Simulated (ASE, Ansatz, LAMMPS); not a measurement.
## Σ7 (111) twist boundary in a CdSe-CdTe solid solution (84 atoms): geometry optimisation

Wanted: the relaxed structure of Σ7 (111) twist boundary in a CdSe-CdTe solid solution (84 atoms) and its electronic structure.

Method: Kohn-Sham DFT, PBE, PAW (set soft_2, large core), plane waves, in Ansatz 0.2.0.

**1. The structure**

The cell holds 84 atoms: 42 Cd, 27 Se and 15 Te. Cell: a = 11.631 Å, b = 11.631 Å, c = 21.369 Å, α = 90.0°, β = 90.0°, γ = 60.0°. It derives from CdSe and CdTe. Zinc-blende CdSe lattice (a = 6.2172 Å, the value set for the mixture); two grains turned against each other by 81.79 deg about [111]; 1 x 1 coincidence cells, 1 lattice periods a grain, two boundaries a cell, upper grain shifted by [0.351, 0.277] of the boundary cell and opened by 0 Å, no atom removed; 15 of 42 Se sites given to Te at random (lattice constant by Vegard's rule between CdSe and CdTe); annealed from 300 K for 3 ps and minimised with a classical potential (one cell length free). Regions: lower grain, 42 atoms (21 Cd, 13 Se and 8 Te); upper grain, 42 atoms (21 Cd, 7 Te and 14 Se).

Limits known from the start: The host structure and its lattice constant were typed by rule, without a check against the phase diagram. Only the Γ point is sampled, in a cell whose shortest periodic width is 10 Å. No spin–orbit coupling is included, so levels derived from the heavy atoms are approximate.

**2. The classical run that made the cell**

A classical potential prepares the built cell, by minimisation and a short run of dynamics.

This step: classical potential: Stillinger-Weber (Zhou et al., Phys. Rev. B 88, 085309 (2013)) (LAMMPS stable Jul 2025 - Update 4).

in.lammps

```
units metal
atom_style atomic
boundary p p p
atom_modify map array
read_data structure.data
pair_style sw
pair_coeff * * CdTeZnSeHgS0.sw Cd Se Te
thermo_style custom step temp pe press lx ly lz fmax
thermo 200
timestep 0.001
velocity all create 300 40006 dist gaussian
fix md all nvt temp 300 10 0.1
run 3000
unfix md
min_style cg
minimize 0 1e-4 3000 30000
fix box all box/relax z 0.0 vmax 0.001
minimize 0 1e-4 3000 30000
unfix box
minimize 0 1e-4 2000 20000
write_data relaxed.data nocoeff
```

Command:

```bash
lmp -in in.lammps -log log.lammps -screen none -nocite
```

Numbers of over 12 decimals in the logs are rounded to 6 here.

The log of the run:

```text
LAMMPS (22 Jul 2025 - Update 4)
  84 atoms
   Step          Temp          PotEng         Press            Lx             Ly             Lz            Fmax     
         0   300           -188.99815     -5040.7282      11.631316      10.073015      21.537013      1.5910061    
       200   353.5635      -190.74605     -3620.1547      11.631316      10.073015      21.537013      1.6797686    
       400   270.95075     -190.96484     -3516.0902      11.631316      10.073015      21.537013      1.0697818    
       600   231.3128      -191.19604     -5514.7324      11.631316      10.073015      21.537013      1.322236     
[... 35 lines left out ...]
  Iterations, force evaluations = 274 541
   Step          Temp          PotEng         Press            Lx             Ly             Lz            Fmax     
      3322   21.683878     -194.28552     -2263.4624      11.631316      10.073015      21.368855      1.4623298e-05
      3323   21.683878     -194.28552     -2263.4524      11.631316      10.073015      21.368855      9.6774878e-06
Loop time of 0.000321865 on 1 procs for 1 steps with 84 atoms
Minimization stats:
  Stopping criterion = force tolerance
  Energy initial, next-to-last, final = 
     -194.285516421544  -194.285516421544  -194.285516421836
  Force two-norm initial, final = 8.0275559e-05 5.6194072e-05
  Force max component initial, final = 1.4623298e-05 9.6774878e-06
  Iterations, force evaluations = 1 2
```

The job ended after 0.61 s (1 thread of Intel Xeon at 2.80GHz (Skylake/Cascade Lake), shared host).

**3. Single point at the start**

The forces at the start show how far the geometry lies from a minimum of this functional.

input.yaml

```yaml
crystal:
  lattice:
    - [11.63132, 0.0, 0.0]
    - [5.81566, 10.07302, 0.0]
    - [0.0, 0.0, 21.36885]
  atoms:
    - { symbol: Cd, position: [0.55416, 0.33786, 0.44334] }
    - { symbol: Se, position: [0.52012, 0.33185, 0.07082] }
    - { symbol: Cd, position: [0.70188, 0.09717, 0.11277] }
    - { symbol: Se, position: [0.71711, 0.09013, 0.2353] }
    - { symbol: Cd, position: [0.13878, 0.58486, 0.43745] }
    - { symbol: Se, position: [0.11909, 0.60297, 0.06259] }
    - { symbol: Cd, position: [0.16432, 0.78926, 0.10178] }
    - { symbol: Te, position: [0.15311, 0.79699, 0.23049] }
    - { symbol: Cd, position: [0.21906, 0.19906, 0.44727] }
    - { symbol: Te, position: [0.2263, 0.19387, 0.06355] }
    - { symbol: Cd, position: [0.2905, 0.37775, 0.11397] }
    - { symbol: Se, position: [0.29485, 0.37408, 0.23707] }
    - { symbol: Cd, position: [0.35419, 0.55431, 0.27598] }
    - { symbol: Se, position: [0.36314, 0.5608, 0.39815] }
    - { symbol: Cd, position: [0.48508, 0.14333, 0.28081] }
    - { symbol: Te, position: [0.48698, 0.1346, 0.41734] }
    - { symbol: Cd, position: [0.69534, 0.85827, 0.44403] }
    - { symbol: Se, position: [0.65287, 0.92271, 0.06096] }
    - { symbol: Cd, position: [0.82432, 0.46512, 0.43946] }
    - { symbol: Te, position: [0.80322, 0.46499, 0.05664] }
    - { symbol: Cd, position: [0.86194, 0.67213, 0.09224] }
    - { symbol: Se, position: [0.86546, 0.65505, 0.22092] }
    - { symbol: Cd, position: [0.90272, 0.84605, 0.2659] }
    - { symbol: Te, position: [0.9273, 0.8285, 0.39525] }
    - { symbol: Cd, position: [0.95388, 0.03173, 0.44593] }
    - { symbol: Te, position: [0.95093, 0.02849, 0.06487] }
    - { symbol: Cd, position: [0.99291, 0.22985, 0.11126] }
    - { symbol: Se, position: [0.00214, 0.23581, 0.23305] }
    - { symbol: Cd, position: [0.05382, 0.42376, 0.27025] }
    - { symbol: Se, position: [0.05579, 0.42339, 0.39458] }
    - { symbol: Cd, position: [0.4032, 0.75221, 0.44278] }
    - { symbol: Se, position: [0.39415, 0.75854, 0.0634] }
    - { symbol: Cd, position: [0.43238, 0.94781, 0.10497] }
    - { symbol: Te, position: [0.43922, 0.94593, 0.23414] }
    - { symbol: Cd, position: [0.56444, 0.52173, 0.10995] }
    - { symbol: Se, position: [0.58426, 0.51004, 0.23262] }
    - { symbol: Cd, position: [0.63855, 0.69323, 0.27052] }
    - { symbol: Se, position: [0.6353, 0.69218, 0.39406] }
    - { symbol: Cd, position: [0.77175, 0.275, 0.27374] }
    - { symbol: Se, position: [0.78531, 0.27095, 0.39686] }
    - { symbol: Cd, position: [0.18871, 0.00264, 0.27214] }
    - { symbol: Te, position: [0.19429, 0.9919, 0.40084] }
    - { symbol: Cd, position: [0.56429, 0.05308, 0.94751] }
    - { symbol: Te, position: [0.54171, 0.09205, 0.5731] }
    - { symbol: Cd, position: [0.95987, 0.97469, 0.93581] }
    - { symbol: Se, position: [0.96461, 0.97745, 0.56929] }
    - { symbol: Cd, position: [0.7347, 0.14533, 0.61798] }
    - { symbol: Se, position: [0.73504, 0.14703, 0.74087] }
    - { symbol: Cd, position: [0.41246, 0.79036, 0.94038] }
    - { symbol: Se, position: [0.39155, 0.80149, 0.56747] }
    - { symbol: Cd, position: [0.16467, 0.00139, 0.60907] }
    - { symbol: Se, position: [0.16467, 0.99828, 0.73219] }
    - { symbol: Cd, position: [0.93003, 0.19294, 0.77079] }
    - { symbol: Se, position: [0.93957, 0.19492, 0.89318] }
    - { symbol: Cd, position: [0.83467, 0.65909, 0.9364] }
    - { symbol: Te, position: [0.81345, 0.68619, 0.55818] }
    - { symbol: Cd, position: [0.57247, 0.85222, 0.61393] }
    - { symbol: Se, position: [0.5921, 0.85126, 0.73543] }
    - { symbol: Cd, position: [0.35899, 0.03151, 0.77745] }
    - { symbol: Se, position: [0.37018, 0.02391, 0.89977] }
    - { symbol: Cd, position: [0.22624, 0.53417, 0.94717] }
    - { symbol: Te, position: [0.22829, 0.53986, 0.56602] }
    - { symbol: Cd, position: [0.99618, 0.74692, 0.61056] }
    - { symbol: Se, position: [0.01023, 0.72362, 0.7326] }
    - { symbol: Cd, position: [0.7773, 0.9081, 0.7746] }
    - { symbol: Se, position: [0.79158, 0.89581, 0.89672] }
    - { symbol: Cd, position: [0.71983, 0.38654, 0.94071] }
    - { symbol: Te, position: [0.66588, 0.38412, 0.56072] }
    - { symbol: Cd, position: [0.43215, 0.57806, 0.61389] }
    - { symbol: Se, position: [0.44727, 0.56995, 0.73702] }
    - { symbol: Cd, position: [0.20612, 0.763, 0.76869] }
    - { symbol: Te, position: [0.20248, 0.76474, 0.89735] }
    - { symbol: Cd, position: [0.88316, 0.42305, 0.59873] }
    - { symbol: Se, position: [0.87669, 0.4286, 0.7253] }
    - { symbol: Cd, position: [0.64194, 0.61379, 0.77006] }
    - { symbol: Se, position: [0.64591, 0.61795, 0.89245] }
    - { symbol: Cd, position: [0.13905, 0.22634, 0.93443] }
    - { symbol: Se, position: [0.12832, 0.22946, 0.56569] }
    - { symbol: Cd, position: [0.29564, 0.29026, 0.61322] }
    - { symbol: Te, position: [0.30842, 0.28456, 0.74208] }
    - { symbol: Cd, position: [0.05366, 0.4875, 0.77168] }
    - { symbol: Se, position: [0.06466, 0.47098, 0.89432] }
    - { symbol: Cd, position: [0.50517, 0.3365, 0.78831] }
    - { symbol: Te, position: [0.50353, 0.32673, 0.93126] }
kpoints:
  mp_grid: { grid: [1, 1, 1] }
hamiltonian:
  xc: pbe
  pseudopotentials: { kind: paw, core: large }
scf:
  occupations: { method: fermi_dirac, width: 0.025 }
output:
  forces: true
  stress: true
  populations: true
  dos:
    method: { smearing: { sigma: 0.15 } }
    de: 0.1
    projected:
      site_lists:
        Cd: [Cd]
        Se: [Se]
        Te: [Te]
        lower_grain: [0, 1, 2, 3, 4, 5, 6, 7, 8, 9, 10, 11, 12, 13, 14, 15, 16, 17, 18, 19, 20, 21, 22, 23, 24, 25, 26, 27, 28, 29, 30, 31, 32, 33, 34, 35, 36, 37, 38, 39, 40, 41]
        upper_grain: [42, 43, 44, 45, 46, 47, 48, 49, 50, 51, 52, 53, 54, 55, 56, 57, 58, 59, 60, 61, 62, 63, 64, 65, 66, 67, 68, 69, 70, 71, 72, 73, 74, 75, 76, 77, 78, 79, 80, 81, 82, 83]
  eigenvalues: true
```

Command:

```bash
ansatz run input.yaml --threads 4 --pin off --max-ram 8192MiB --backend cpu --events-out ev --progress --plain --runs-dir out
```

The log of the run:

```text
Engine: ansatz 0.2.0, aarch64-unknown-linux-gnu
Pseudopotentials: kind: paw
Pseudopotential: Cd, paw, valence charge 20, recommended cutoff 420 eV (normal), Cd.paw.azcp
Pseudopotential: Se, paw, valence charge 6, recommended cutoff 420 eV (normal), Se.paw.azcp#standard-large-core
Pseudopotential: Te, paw, valence charge 6, recommended cutoff 420 eV (normal), Te.paw.azcp#standard-large-core
[... 5 lines on functional and potentials left out ...]
Crystal: 84 atoms, lattice volume = 2503.628 Å³
Basis set: ecut = 420 eV, 49013 PW (Γ), exchange–correlation on 160×160×288 points (8 copies of the dense FFT grid, shifted against one another)
Bands: 656, of which v1, the nominal top of the filled ones, is band 546 counted from 1 (545 counted from 0)
Symmetry: 1 space group operations
Space group: P1 (ITA 1), of the structure as read, at distance tolerance 1.4e-4 Å
k-points: 1
[... 7 lines on functional and potentials left out ...]
Initial density: superposition of atomic densities (chi_scale 0.1, normalization cell, long waves kept (reshape's long-wave potential 0.44 eV rms))
Initial wavefunctions: pseudopotential atomic-orbital guess
Functional: x = pbe(κ = 0.804, μ = 0.219515), c = pbe(β = 0.066725)
SCF iter   1: F=—  HF=-490520.043603 eV  |F-HF|=—  |Δ(HF+E_count)|=         —  Δρ=2.24e-2  dr2=3.18e1  ethr=3.10e-3  ⟨swp⟩=7.0  Hψ=2427  notcnv=0  defer=63
preconditioner: auto → LDOS  [insulator: Δε(μ)=0.231 eV  Ē_g=10.876 eV  σ=0.025 eV  W_gap=0.98  n_scr=562 (ndim 8)  ℏωp=20.4 eV  f_vac=0.062  D(μ)=1.56/eV (n_scr^D=2)  ε∞_Penn≈4.5  β→1.0]
SCF iter   2: F=—  HF=-490562.426179 eV  |F-HF|=—  |Δ(HF+E_count)|=    4.24e1  Δρ=3.77e-2  dr2=8.26e2  ethr=2.91e-3  ⟨swp⟩=5.0  Hψ=1156  notcnv=0  defer=100  recentre
SCF iter   3: F=—  HF=-490516.497773 eV  |F-HF|=—  |Δ(HF+E_count)|=    4.59e1  Δρ=1.37e-2  dr2=1.08e1  ethr=2.91e-3  ⟨swp⟩=3.0  Hψ=1202  notcnv=0  defer=95
SCF iter   4: F=—  HF=-490515.102626 eV  |F-HF|=—  |Δ(HF+E_count)|=    1.40e0  Δρ=5.15e-3  dr2=5.97e0  ethr=9.92e-4  ⟨swp⟩=3.0  Hψ=896  notcnv=0  defer=102
SCF iter   5: F=—  HF=-490514.559936 eV  |F-HF|=—  |Δ(HF+E_count)|=   5.43e-1  Δρ=2.22e-3  dr2=8.47e-1  ethr=5.47e-4  ⟨swp⟩=4.0  Hψ=944  notcnv=0  defer=102
SCF iter   6: F=—  HF=-490514.395868 eV  |F-HF|=—  |Δ(HF+E_count)|=   1.64e-1  Δρ=1.14e-3  dr2=9.29e-2  ethr=7.75e-5  ⟨swp⟩=3.0  Hψ=888  notcnv=0  defer=102
SCF iter   7: F=—  HF=-490514.392062 eV  |F-HF|=—  |Δ(HF+E_count)|=   3.81e-3  Δρ=5.06e-4  dr2=3.07e-2  ethr=8.51e-6  ⟨swp⟩=3.0  Hψ=924  notcnv=0  defer=102
SCF iter   8: F=—  HF=-490514.387867 eV  |F-HF|=—  |Δ(HF+E_count)|=   4.20e-3  Δρ=1.86e-4  dr2=3.60e-3  ethr=2.81e-6  ⟨swp⟩=3.0  Hψ=693  notcnv=0  defer=102
SCF iter   9: F=—  HF=-490514.387433 eV  |F-HF|=—  |Δ(HF+E_count)|=   4.34e-4  Δρ=8.97e-5  dr2=8.74e-4  ethr=3.30e-7  ⟨swp⟩=3.0  Hψ=971  notcnv=0  defer=102
SCF iter  10: F=—  HF=-490514.387618 eV  |F-HF|=—  |Δ(HF+E_count)|=   1.85e-4  Δρ=3.49e-5  dr2=5.99e-5  ethr=8.00e-8  ⟨swp⟩=3.0  Hψ=913  notcnv=0  defer=102
SCF iter  11: F=—  HF=-490514.390056 eV  |F-HF|=—  |Δ(HF+E_count)|=   2.44e-3  Δρ=1.26e-5  dr2=9.64e-6  ethr=5.49e-9  ⟨swp⟩=3.0  Hψ=1087  notcnv=0  defer=102
SCF iter  12: F=—  HF=-490514.390056 eV  |F-HF|=—  |Δ(HF+E_count)|=   2.11e-7  Δρ=5.75e-6  dr2=1.28e-6  ethr=8.83e-10  ⟨swp⟩=3.0  Hψ=912  notcnv=0  defer=102
SCF iter  13: F=—  HF=-490514.390056 eV  |F-HF|=—  |Δ(HF+E_count)|=   5.38e-7  Δρ=2.33e-6  dr2=2.71e-7  ethr=1.17e-10  ⟨swp⟩=3.0  Hψ=1020  notcnv=0  defer=102
SCF iter  14: F=-490514.390057 eV  HF=-490514.390057 eV  |F-HF|=8.15e-10  |Δ(HF+E_count)|=   3.70e-8  Δρ=7.91e-7  dr2=2.10e-8  ethr=9.16e-12  ⟨swp⟩=15.0  Hψ=4304  notcnv=0
SCF 1 converged in 14 iterations: F = -490514.390057 eV  dr2 = 2.10e-8
  greatest PAW one-centre occupation: 1.000 electrons in one spin orbital (limit 2), on the Cd atom at site 78 (counted from 0), in its partial waves of l = 0
SCF converged after 14 iterations
Free energy (F): -490514.390057 eV
Harris-Foulkes:  -490514.390057 eV  (|F-HF|=8.15e-10)
Internal energy: -490514.375017 eV  (E = F + TS)
E sigma→0 (E₀):  -490514.382537 eV
Entropy (-TS):   -0.015039 eV (-0.179 meV/atom)
Fermi energy:    6.963984 eV
--- Per-component energies (eV) ---
  E_band       = -22108.055864
  E_kinetic    = 24943.506061
  E_local      = -178785.663332  (includes V_loc(G=0)·N_el)
  E_nonlocal   = 3420.400406
  E_hartree    = 81998.268238
  E_xc         = -17873.133456
  E_vxc        = -12751.141441  (∫ρ·V_xc dr)
  E_paw        = -297582.760474  (= ΣΔE_a)
  E_vpaw       = -22931.705386  (= ΣTr[D̂ρ^β])
  E_aug_tail   = 0.000579  (compensation charges beyond the density's cutoff)
  E_ewald      = -106634.993040
  E_smearing   = -0.015039  (= −TS)
  E_closure    = -0.000000  (closes the sum)
  Σ components = -490514.390057   (vs F -490514.390057, Δ=0.00e0)
--- Forces (eV/Å), atoms counted from 1 ---
  atom   1  Cd    -0.22013111    -0.13924717     0.18372207
  atom   2  Se     0.08574712     0.01991922     0.30087734
  atom   3  Cd    -0.03259028     0.15368170     0.10087892
  atom   4  Se     0.09254120     0.04582809     0.14487124
  atom   5  Cd    -0.07426241    -0.08495695     0.23204305
  atom   6  Se    -0.47305121     0.14081420    -0.21251178
  atom   7  Cd     0.17802762    -0.03751427    -0.06955757
  atom   8  Te     0.03280911    -0.06599647     0.07675409
  atom   9  Cd     0.25114892    -0.11408791     0.15819248
  atom  10  Te     0.34128784     0.03090937    -0.37043749
  atom  11  Cd    -0.01126007    -0.13370402     0.13152274
  atom  12  Se    -0.04485445    -0.04603867     0.13054983
  atom  13  Cd     0.00943328     0.00737613    -0.06388284
  atom  14  Se     0.08264500    -0.03074112     0.07329679
[...]
atom  83  Cd    -0.00701974    -0.00404575     0.28986599
  atom  84  Te     0.05936281    -0.00424453    -0.81526251
  max |Σ_I F_I| component: 1.19e-5 eV/Å
--- Stress (GPa, compression-positive) ---
        2.746641      -0.124148      -0.312795
       -0.124148       2.595546       0.204254
       -0.312795       0.204254       3.146933
  P = ⅓ Tr σ = 2.8297 GPa (28.297 kbar)
--- Band table (eV) ---
  k-point 0: bands = ["-95.6187", "-95.6023", "-95.5261", "-95.5068", [... 640 levels ...], "12.4942", "12.5157", "12.5434", "12.5786", "12.5999", "12.6122", "12.6586", "12.6889", "12.7312", "12.7544", "12.8206", "12.8466"]
--- Löwdin populations: 84 sites ---
  site symbol       q [e]
     0     Cd     18.8183
     1     Se      6.8977
     2     Cd     18.7890
[...]
83     Te      6.7130
  spilling = 0.007969 (of n_electrons = 1092.000000)
```

Wall time 1.8 min (4 threads of Arm Neoverse V1, shared host); peak memory 4.1 GiB.

In the SCF lines HF is the Harris–Foulkes energy and dr2 the Hartree energy of the density residual, in eV; the loop may stop once dr2 is under the threshold and the program's other checks hold. Hψ counts applications of the Hamiltonian.

The program notes that potentials were chosen by core size.

Numbers from this run:

```
free energy                                      : -490514.3901 eV
free energy per atom                             : -5839.4570 eV/atom
SCF cycles                                       : 14
pressure                                         : 2.83 GPa
r.m.s. force component                           : 0.1673 eV/Å
longest force                                    : 0.8174 eV/Å
Fermi energy                                     : 6.964 eV
gap (highest filled to lowest empty level) : 0.1664 eV
levels partly filled by over 2 per cent          : 2
spilling of the projection                       : 0.007969
```

The r.m.s. force component of 0.17 eV/Å and the pressure of 2.8 GPa set the starting point.

Neighbours are counted within 3.12 Å (Cd-Se), 3.33 Å (Cd-Te).

Length of the force by element and coordination:

| element | coordination | atoms | mean length of the force (eV/Å) | spread | least | most |
| --- | --- | --- | --- | --- | --- | --- |
| Cd | all | 42 | 0.211 | 0.0907 | 0.0298 | 0.413 |
| Cd | 3 | 2 | 0.0557 | 0.0259 | 0.0298 | 0.0816 |
| Cd | 4 | 40 | 0.219 | 0.0857 | 0.065 | 0.413 |
| Se | all | 27 | 0.264 | 0.141 | 0.0472 | 0.580 |
| Se | 3 | 1 | 0.314 | 0 | 0.314 | 0.314 |
| Se | 4 | 26 | 0.262 | 0.143 | 0.0472 | 0.580 |
| Te | all | 15 | 0.337 | 0.218 | 0.0826 | 0.817 |
| Te | 3 | 1 | 0.0826 | 0 | 0.0826 | 0.0826 |
| Te | 4 | 14 | 0.355 | 0.214 | 0.1 | 0.817 |

(Part 1 of 3 ends here.)

[Logs are printed without paths, hosts, clocks, repeated set-up lines and the standing remarks that a program may print on its own settings, such as how far it seeks lower states.]

[Hosts, paths, dates, database ids (printed as entryN), source tags and the programs' standing remarks are cut or masked in the printed files.]
